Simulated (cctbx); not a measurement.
## Symmetry from intensities

Cell: a = 8.3180 Å, b = 8.3180 Å, c = 3.8350 Å, α = 90.00°, β = 90.00°, γ = 120.00°. Expected content of the cell: Tm2 Er1 Ni6 Fe9.

The data are simulated with cctbx, not measured: Cu Kα, λ = 1.54184 Å, to d = 0.83 Å, 95 % of the full sphere, strongest reflection 20000 counts, noise from counting, a 3 % proportional error and a noise floor of 8 counts (s.d.); no absorption.

A first pass over the reflections prints:

```text
1585 reflections to d = 0.831 A
centring   violations  <I/sigma> of those
    A        613 of   789     12.0
    B        609 of   786     12.1
    C        638 of   801     12.1
    I        606 of   783     11.9
    R        834 of  1055     12.5
    F        930 of  1188     12.1
Laue class    unique    Rint  (classes that these axes allow; Friedel mates merged)
P -1              833   0.027
P 1 1 2/m         487   0.032
P -3              281   0.035
P -3 1 m          162   0.036
P -3 m 1          174   0.036
P 6/m             165   0.036
P 6/m m m         110   0.037
space group    extra absences  I>4sigma  <I/sigma>
P 6 2 2                 0          0         -  acentric
P 63 2 2                2          0       2.3  acentric
P 6 m m                 0          0         -  acentric
P -6 m 2                0          0         -  acentric
P -6 2 m                0          0         -  acentric
P 6/m m m               0          0         -  centric
Wilson B = 1.45 A^2   <|E^2-1|> = 0.744 (0.968 centric, 0.736 acentric)   E^2>4: 0.9 %
shell (A)         n   <I/sigma>
 7.20 - 1.66     20     45.4
 1.66 - 1.32     13     49.9
 1.32 - 1.15     16     55.5
 1.15 - 1.05     11     41.1
 1.05 - 0.97     13     44.4
 0.97 - 0.91     12     43.2
 0.91 - 0.87     15     38.6
 0.87 - 0.83     10     33.3
```

Q: Read the symmetry from these tables.

Every centring test has many violations, so the lattice is primitive.

Rint stays low (0.027 to 0.037) up to P 6/m m m, the highest class in these axes.

6 settings pass the absence test. The most absences obeyed, 2, belong to P 63 2 2 alone.

⟨|E²−1|⟩ = 0.744 leans to a non-centrosymmetric structure. Here that hint misleads: the statistic assumes many like atoms on general positions, and few, heavy or special-position atoms break it. The Wilson B of 1.45 Å² means U ≈ 0.0184 Å².

The true group is P6/mmm (no. 191), Laue class 6/mmm, centrosymmetric. It passes the tests but isn't the first choice, because the arrangement of the atoms makes further classes of reflections very weak or absent.

The model is made up (kin elements in a known structure type, no relaxation), so it says nothing on whether the phase exists.

[Logs are printed without paths, hosts, clocks, repeated set-up lines and the standing remarks that a program may print on its own settings, such as how far it seeks lower states.]
